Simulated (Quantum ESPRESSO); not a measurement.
**Fe: magnetism against volume**

How does volume change the magnetic state of Fe?

Calculated with Quantum ESPRESSO 7.5; PBE; plane waves with GBRV 1.5 PBE potentials, no spin-orbit coupling.

### 1. Set-up

The structure is cubic, space group Im-3m (No. 229). Conventional cell: a = 2.866 Å, b = 2.866 Å, c = 2.866 Å, α = 90.00°, β = 90.00°, γ = 90.00°. Fe has 8 Fe at 2.48 Å nearest.

Structure file:

```cif
data_structure
_symmetry_space_group_name_H-M 'Im-3m'
_symmetry_Int_Tables_number 229
_cell_length_a 2.8660
_cell_length_b 2.8660
_cell_length_c 2.8660
_cell_angle_alpha 90.000
_cell_angle_beta 90.000
_cell_angle_gamma 90.000
_cell_volume 23.54
loop_
_atom_site_label
_atom_site_type_symbol
_atom_site_symmetry_multiplicity
_atom_site_Wyckoff_symbol
_atom_site_fract_x
_atom_site_fract_y
_atom_site_fract_z
_atom_site_occupancy
Fe1 Fe 2 a 0.00000 0.00000 0.00000 1
```

The lattice constants were typed from memory of published values and not checked against a source.

### 2. Volume 0.88, ferro +

All lengths scale alike; the factor is that of the volume. Atoms keep their fractional places. Seeded atoms are those given a starting moment.

pw.in

```
&CONTROL
  calculation = 'scf'
  prefix = 'pwscf'
  outdir = './tmp'
  pseudo_dir = './pseudo'
  disk_io = 'nowf'
  tprnfor = .true.
  tstress = .true.
/
&SYSTEM
  ibrav = 0
  celldm(1) = 8
  nat = 1
  ntyp = 1
  ecutwfc = 40
  ecutrho = 280
  nbnd = 15
  occupations = 'smearing'
  smearing = 'fd'
  degauss = 0.00367493
  nspin = 2
  starting_magnetization(1) = 0.175
/
&ELECTRONS
  conv_thr = 2d-09
  electron_maxstep = 150
  mixing_beta = 0.3
/
ATOMIC_SPECIES
Fe     55.8450 fe_pbe_v1.5.uspp.F.UPF
CELL_PARAMETERS alat
  -0.3243764335313    0.3243764335313    0.3243764335313
   0.3243764335313   -0.3243764335313    0.3243764335313
   0.3243764335313    0.3243764335313   -0.3243764335313
ATOMIC_POSITIONS crystal
Fe      0.0000000000    0.0000000000    0.0000000000
K_POINTS automatic
20 20 20 0 0 0
```

On the command line:

```bash
OMP_NUM_THREADS=1 mpirun -n 4 pw.x -nk 4 -in pw.in > pw.out
```

What it wrote:

```text
Program PWSCF v.7.5 starts

     Message from routine setup:
     using ibrav=0 with symmetry is DISCOURAGED, use correct ibrav instead

     K-points division:     npool     =       4
     Subspace diagonalization in iterative solution of the eigenvalue problem:

     bravais-lattice index     =            0
     lattice parameter (alat)  =       8.0000  a.u.
     unit-cell volume          =      69.9001 (a.u.)^3
     number of atoms/cell      =            1
     number of atomic types    =            1
     number of electrons       =        16.00
     number of Kohn-Sham states=           15
     kinetic-energy cutoff     =      40.0000  Ry
     charge density cutoff     =     280.0000  Ry
     scf convergence threshold =      2.0E-09
     mixing beta               =       0.3000
     number of iterations used =            8  plain     mixing
     Exchange-correlation=  SLA  PW   PBX  PBC
                           (   1   4   3   4   0   0   0)

     celldm(1)=   8.000000  celldm(2)=   0.000000  celldm(3)=   0.000000
     celldm(4)=   0.000000  celldm(5)=   0.000000  celldm(6)=   0.000000

     crystal axes: (cart. coord. in units of alat)
               a(1) = (  -0.324376   0.324376   0.324376 )
               a(2) = (   0.324376  -0.324376   0.324376 )
               a(3) = (   0.324376   0.324376  -0.324376 )

     reciprocal axes: (cart. coord. in units 2 pi/alat)
               b(1) = (  0.000000  1.541419  1.541419 )
               b(2) = (  1.541419  0.000000  1.541419 )
               b(3) = (  1.541419  1.541419  0.000000 )

     PseudoPot. # 1 for Fe read from file:
     fe_pbe_v1.5.uspp.F.UPF
     Pseudo is Ultrasoft + core correction, Zval = 16.0

     atomic species   valence    mass     pseudopotential
     Fe               16.00    55.84500     Fe( 1.00)

     Starting magnetic structure
     atomic species   magnetization
     Fe              0.175

     48 Sym. Ops., with inversion, found

   Cartesian axes

     site n.     atom                  positions (alat units)
         1        Fe     tau(   1) = (   0.0000000   0.0000000   0.0000000  )

     number of k points=   256  Fermi-Dirac smearing, width (Ry)=  0.0037

     Number of k-points >= 100: set verbosity='high' to print them.

     Dense  grid:     5473 G-vectors     FFT dimensions: (  24,  24,  24)

     Smooth grid:     2347 G-vectors     FFT dimensions: (  20,  20,  20)

     Check: negative core charge=   -0.000070
     Generating pointlists ...
     new r_m :   0.2318 (alat units)  1.8541 (a.u.) for type    1

     Initial potential from superposition of free atoms

     starting charge      15.0000, renormalised to      16.0000
     Starting wfcs are   13 randomized atomic wfcs +    2 random wfcs

     Self-consistent Calculation

     iteration #  1     ecut=    40.00 Ry     beta= 0.30
     Davidson diagonalization with overlap
     ethr =  1.00E-02,  avg # of iterations =  4.2

     total energy              =    -249.94408727 Ry
     estimated scf accuracy    <       2.12068449 Ry

     total magnetization       =     1.89 Bohr mag/cell
     absolute magnetization    =     1.89 Bohr mag/cell

     iteration #  2     ecut=    40.00 Ry     beta= 0.30
     Davidson diagonalization with overlap
     ethr =  1.00E-02,  avg # of iterations =  1.8

     total energy              =    -250.33602299 Ry
     estimated scf accuracy    <       0.00976120 Ry

     total magnetization       =     2.24 Bohr mag/cell
     absolute magnetization    =     2.27 Bohr mag/cell

     [... further iterations left out ...]

     iteration # 11     ecut=    40.00 Ry     beta= 0.30
     Davidson diagonalization with overlap
     ethr =  5.76E-11,  avg # of iterations =  1.0

     total energy              =    -250.34198004 Ry
     estimated scf accuracy    <          3.5E-09 Ry

     total magnetization       =     2.07 Bohr mag/cell
     absolute magnetization    =     2.17 Bohr mag/cell

     iteration # 12     ecut=    40.00 Ry     beta= 0.30
     Davidson diagonalization with overlap
     ethr =  2.20E-11,  avg # of iterations =  1.4

     Magnetic moment per site  (integrated on atomic sphere of radius R)
     atom   1 (R=0.232)  charge= 14.3140  magn=  2.1046

     End of self-consistent calculation

     Number of k-points >= 100: set verbosity='high' to print the bands.

     the Fermi energy is    20.4233 ev

!    total energy              =    -250.34198008 Ry
     estimated scf accuracy    <          1.5E-10 Ry
     smearing contrib. (-TS)   =      -0.00049461 Ry
     internal energy E=F+TS    =    -250.34148547 Ry

     The total energy is F=E-TS. E is the sum of the following terms:
     one-electron contribution =    -104.76085823 Ry
     hartree contribution      =      63.20932575 Ry
     xc contribution           =     -29.28327749 Ry
     ewald contribution        =    -179.50667550 Ry

     total magnetization       =     2.07 Bohr mag/cell
     absolute magnetization    =     2.17 Bohr mag/cell

     convergence has been achieved in  12 iterations

     Forces acting on atoms (cartesian axes, Ry/au):

     atom    1 type  1   force =     0.00000000    0.00000000    0.00000000

     Total force =     0.000000     Total SCF correction =     0.000000

     Computing stress (Cartesian axis) and pressure

          total   stress  (Ry/bohr**3)                   (kbar)     P=      227.93
   0.00154943   0.00000000   0.00000000          227.93        0.00        0.00
   0.00000000   0.00154943   0.00000000            0.00      227.93        0.00
   0.00000000   0.00000000   0.00154943            0.00        0.00      227.93

=------------------------------------------------------------------------------=
   JOB DONE.
=------------------------------------------------------------------------------=
```

Elapsed: 9.2 s, on 4 MPI ranks of Intel Xeon at 2.70GHz, shared host; peak memory 0.26 GiB; 35 s of CPU time.

Spin moment in the atom's sphere by atom:

```tsv
atom	spin moment in the atom's sphere (μB)
Fe1	2.10
```

Read from the output:

| Property | Result |
| --- | --- |
| smearing term TS | 0.006730 eV |
| pressure | 22.79 GPa |
| magnetization | 2.071 μB |
| absolute magnetization | 2.166 μB |
| final state | ferromagnetic |

### 3. Volume 0.88, antiferro q=(1/2,1/2,1/2) +-

The wavevector q is in fractions of the reciprocal vectors of the crystal's primitive cell, as the cells of these inputs are built from it; moments change sign between cells as cos(2π q·R).

pw.in

```
&CONTROL
  calculation = 'scf'
  prefix = 'pwscf'
  outdir = './tmp'
  pseudo_dir = './pseudo'
  disk_io = 'nowf'
  tprnfor = .true.
  tstress = .true.
/
&SYSTEM
  ibrav = 0
  celldm(1) = 8
  nat = 2
  ntyp = 2
  ecutwfc = 40
  ecutrho = 280
  nbnd = 23
  occupations = 'smearing'
  smearing = 'fd'
  degauss = 0.00367493
  nspin = 2
  starting_magnetization(1) = 0.175
  starting_magnetization(2) = -0.175
/
&ELECTRONS
  conv_thr = 4d-09
  electron_maxstep = 150
  mixing_beta = 0.3
/
ATOMIC_SPECIES
Fe1    55.8450 fe_pbe_v1.5.uspp.F.UPF
Fe2    55.8450 fe_pbe_v1.5.uspp.F.UPF
CELL_PARAMETERS alat
  -0.6487528670649    0.6487528670649    0.6487528670649
   0.0000000000000    0.0000000000000    0.6487528670649
   0.0000000000000    0.6487528670649    0.0000000000000
ATOMIC_POSITIONS crystal
Fe1     0.0000000000    0.0000000000    0.0000000000
Fe2     0.5000000000    0.0000000000    0.0000000000
K_POINTS automatic
10 20 20 0 0 0
```

What it wrote:

```text
     [... lines left out ...]
Program PWSCF v.7.5 starts
     [... lines left out ...]
     number of atoms/cell      =            2
     [... lines left out ...]
     number of electrons       =        32.00
     number of Kohn-Sham states=           23
     kinetic-energy cutoff     =      40.0000  Ry
     charge density cutoff     =     280.0000  Ry
     scf convergence threshold =      4.0E-09
     [... lines left out ...]
     48 Sym. Ops., with inversion, found
     [... lines left out ...]
     number of k points=   146  Fermi-Dirac smearing, width (Ry)=  0.0037
     [... lines left out ...]
     iteration # 21     ecut=    40.00 Ry     beta= 0.30
     [... lines left out ...]
     Magnetic moment per site  (integrated on atomic sphere of radius R)
     atom   1 (R=0.232)  charge= 14.3157  magn=  1.0545
     atom   2 (R=0.232)  charge= 14.3157  magn= -1.0545
     [... lines left out ...]
     the Fermi energy is    20.5417 ev
!    total energy              =    -500.62343462 Ry
     estimated scf accuracy    <          1.3E-10 Ry
     smearing contrib. (-TS)   =      -0.00318478 Ry
     [... lines left out ...]
     total magnetization       =     0.00 Bohr mag/cell
     absolute magnetization    =     2.20 Bohr mag/cell
     convergence has been achieved in  21 iterations
     [... lines left out ...]
     Total force =     0.000000     Total SCF correction =     0.000000
     [... lines left out ...]
          total   stress  (Ry/bohr**3)                   (kbar)     P=      108.13
     [... lines left out ...]
```

Wall time 45 s (4 MPI ranks); peak memory 0.34 GiB; 3 min of CPU time.

Spin moment in the atom's sphere by atom:

```tsv
atom	spin moment in the atom's sphere (μB)
Fe1	1.05
Fe2	-1.05
```

Read from the output:

```
smearing term TS       : 0.04333 eV
pressure               : 10.81 GPa
magnetization          : 0 μB
absolute magnetization : 2.196 μB
final state            : antiferromagnetic
```

### 4. Volume 0.88, no spin polarisation

pw.in

```
&CONTROL
  calculation = 'scf'
  prefix = 'pwscf'
  outdir = './tmp'
  pseudo_dir = './pseudo'
  disk_io = 'nowf'
  tprnfor = .true.
  tstress = .true.
/
&SYSTEM
  ibrav = 0
  celldm(1) = 8
  nat = 1
  ntyp = 1
  ecutwfc = 40
  ecutrho = 280
  nbnd = 14
  occupations = 'smearing'
  smearing = 'fd'
  degauss = 0.00367493
/
&ELECTRONS
  conv_thr = 2d-09
  electron_maxstep = 150
  mixing_beta = 0.3
/
ATOMIC_SPECIES
Fe     55.8450 fe_pbe_v1.5.uspp.F.UPF
CELL_PARAMETERS alat
  -0.3243764335313    0.3243764335313    0.3243764335313
   0.3243764335313   -0.3243764335313    0.3243764335313
   0.3243764335313    0.3243764335313   -0.3243764335313
ATOMIC_POSITIONS crystal
Fe      0.0000000000    0.0000000000    0.0000000000
K_POINTS automatic
20 20 20 0 0 0
```

What it wrote:

```text
     [... lines left out ...]
Program PWSCF v.7.5 starts
     [... lines left out ...]
     number of atoms/cell      =            1
     [... lines left out ...]
     number of electrons       =        16.00
     number of Kohn-Sham states=           14
     kinetic-energy cutoff     =      40.0000  Ry
     charge density cutoff     =     280.0000  Ry
     scf convergence threshold =      2.0E-09
     [... lines left out ...]
     48 Sym. Ops., with inversion, found
     [... lines left out ...]
     number of k points=   256  Fermi-Dirac smearing, width (Ry)=  0.0037
     [... lines left out ...]
     iteration #  8     ecut=    40.00 Ry     beta= 0.30
     [... lines left out ...]
     the Fermi energy is    20.4773 ev
!    total energy              =    -250.31051945 Ry
     estimated scf accuracy    <          8.1E-10 Ry
     smearing contrib. (-TS)   =      -0.00196516 Ry
     [... lines left out ...]
     convergence has been achieved in   8 iterations
     [... lines left out ...]
     Total force =     0.000000     Total SCF correction =     0.000000
     [... lines left out ...]
          total   stress  (Ry/bohr**3)                   (kbar)     P=       34.12
     [... lines left out ...]
```

Run time: 4.8 s. Hardware: 4 MPI ranks; peak memory 0.23 GiB.

Numbers from this step:

```yaml
smearing_term_ts: 0.02674 eV
pressure: 3.412 GPa
final_state: non-magnetic (no spin polarisation)
```

### 5. Volume 1.12, ferro +

pw.in, as its differences from that of step 4:

```diff
@@ -16,3 +16,3 @@
   ecutrho = 280
-  nbnd = 14
+  nbnd = 15
   occupations = 'smearing'
@@ -20,2 +20,4 @@
   degauss = 0.00367493
+  nspin = 2
+  starting_magnetization(1) = 0.175
 /
@@ -29,5 +31,5 @@
 CELL_PARAMETERS alat
-  -0.3243764335313    0.3243764335313    0.3243764335313
-   0.3243764335313   -0.3243764335313    0.3243764335313
-   0.3243764335313    0.3243764335313   -0.3243764335313
+  -0.3515289346669    0.3515289346669    0.3515289346669
+   0.3515289346669   -0.3515289346669    0.3515289346669
+   0.3515289346669    0.3515289346669   -0.3515289346669
 ATOMIC_POSITIONS crystal
```

What it wrote:

```text
     [... lines left out ...]
Program PWSCF v.7.5 starts
     [... lines left out ...]
     number of atoms/cell      =            1
     [... lines left out ...]
     number of electrons       =        16.00
     number of Kohn-Sham states=           15
     kinetic-energy cutoff     =      40.0000  Ry
     charge density cutoff     =     280.0000  Ry
     scf convergence threshold =      2.0E-09
     [... lines left out ...]
     48 Sym. Ops., with inversion, found
     [... lines left out ...]
     number of k points=   256  Fermi-Dirac smearing, width (Ry)=  0.0037
     [... lines left out ...]
     iteration # 12     ecut=    40.00 Ry     beta= 0.30
     [... lines left out ...]
     Magnetic moment per site  (integrated on atomic sphere of radius R)
     atom   1 (R=0.251)  charge= 14.5024  magn=  2.7046
     [... lines left out ...]
     the Fermi energy is    15.2069 ev
!    total energy              =    -250.33962661 Ry
     estimated scf accuracy    <          2.8E-10 Ry
     smearing contrib. (-TS)   =      -0.00064323 Ry
     [... lines left out ...]
     total magnetization       =     2.62 Bohr mag/cell
     absolute magnetization    =     2.80 Bohr mag/cell
     convergence has been achieved in  12 iterations
     [... lines left out ...]
     Total force =     0.000000     Total SCF correction =     0.000000
     [... lines left out ...]
          total   stress  (Ry/bohr**3)                   (kbar)     P=     -155.54
     [... lines left out ...]
```

Wall time 17 s (4 MPI ranks); peak memory 0.28 GiB; 64 s of CPU time.

This step gave:

- smearing term TS: 0.008752 eV
- pressure: -15.55 GPa
- magnetization: 2.623 μB
- absolute magnetization: 2.802 μB
- final state: ferromagnetic
- largest moment: 2.705 μB

### 6. The series

The runs not shown differ from these in the moved quantity alone.

States, by row:

```tsv
volume	ferro +	antiferro q=(1/2,1/2,1/2) +-	no spin polarisation
0.88	ferromagnetic	antiferromagnetic	non-magnetic
0.91	ferromagnetic	antiferromagnetic	non-magnetic
0.94	ferromagnetic	antiferromagnetic	non-magnetic
0.97	ferromagnetic	antiferromagnetic	non-magnetic
1	ferromagnetic	antiferromagnetic	non-magnetic
1.03	ferromagnetic	antiferromagnetic	non-magnetic
1.06	ferromagnetic	antiferromagnetic	non-magnetic
1.09	ferromagnetic	antiferromagnetic	non-magnetic
1.12	ferromagnetic	antiferromagnetic	non-magnetic
```

Table of largest site moment by volume:

```tsv
volume (factor)	ferro + (μB)	antiferro q=(1/2,1/2,1/2) +- (μB)
0.8800	2.10	1.05
0.9100	2.16	1.26
0.9400	2.24	1.46
0.9700	2.29	1.64
1.0000	2.34	1.84
1.0300	2.43	2.04
1.0600	2.57	2.20
1.0900	2.65	2.34
1.1200	2.70	2.45
```

Table of energy less that of the parallel start by volume; values in meV a seeded atom:

```tsv
volume (factor)	antiferro q=(1/2,1/2,1/2) +-	no spin polarisation
0.8800	412	428
0.9100	435	470
0.9400	454	512
0.9700	468	554
1.0000	476	594
1.0300	479	635
1.0600	480	678
1.0900	481	724
1.1200	481	770
```

The energy over the lowest by volume; values in meV an atom:

```tsv
volume (factor)	ferro +	antiferro q=(1/2,1/2,1/2) +-	no spin polarisation
0.8800	69.1	481	497
0.9100	29.1	464	499
0.9400	7.02	461	519
0.9700	0	468	554
1.0000	6.11	482	601
1.0300	22.3	501	657
1.0600	44.0	524	722
1.0900	70.0	551	794
1.1200	101	582	871
```

### 7. Summary of results

| Property | Result |
| --- | --- |
| moment, parallel start | 2.10 to 2.70 μB |
| states met from these starts | antiferromagnetic and ferromagnetic |

**Reading.** The moment of the parallel start goes from 2.10 μB at 0.88 to 2.70 μB at 1.12. The net moment of the cell goes from 2.07 to 2.62 μB. The radius of the spheres follows the nearest distance, so part of the change of the site moments is the spheres'. The largest moment of the start antiferro q=(1/2,1/2,1/2) +- lies between 1.05 and 2.45 μB. The start antiferro q=(1/2,1/2,1/2) +- lies over the parallel one at every finished point, by 412 to 481 meV a seeded atom.

[Logs and program files are shortened in this print: banners, set-up blocks, solver, clock and traceback lines can be left out without a mark of their own.]

[Logs are printed without paths, hosts, clocks, repeated set-up lines and the standing remarks that a program may print on its own settings, such as how far it seeks lower states.]

[Hosts, paths, dates, database ids (printed as entryN), source tags and the programs' standing remarks are cut or masked in the printed files.]

[Where a cell is said to come from a database of computed structures, the database is the Materials Project.]
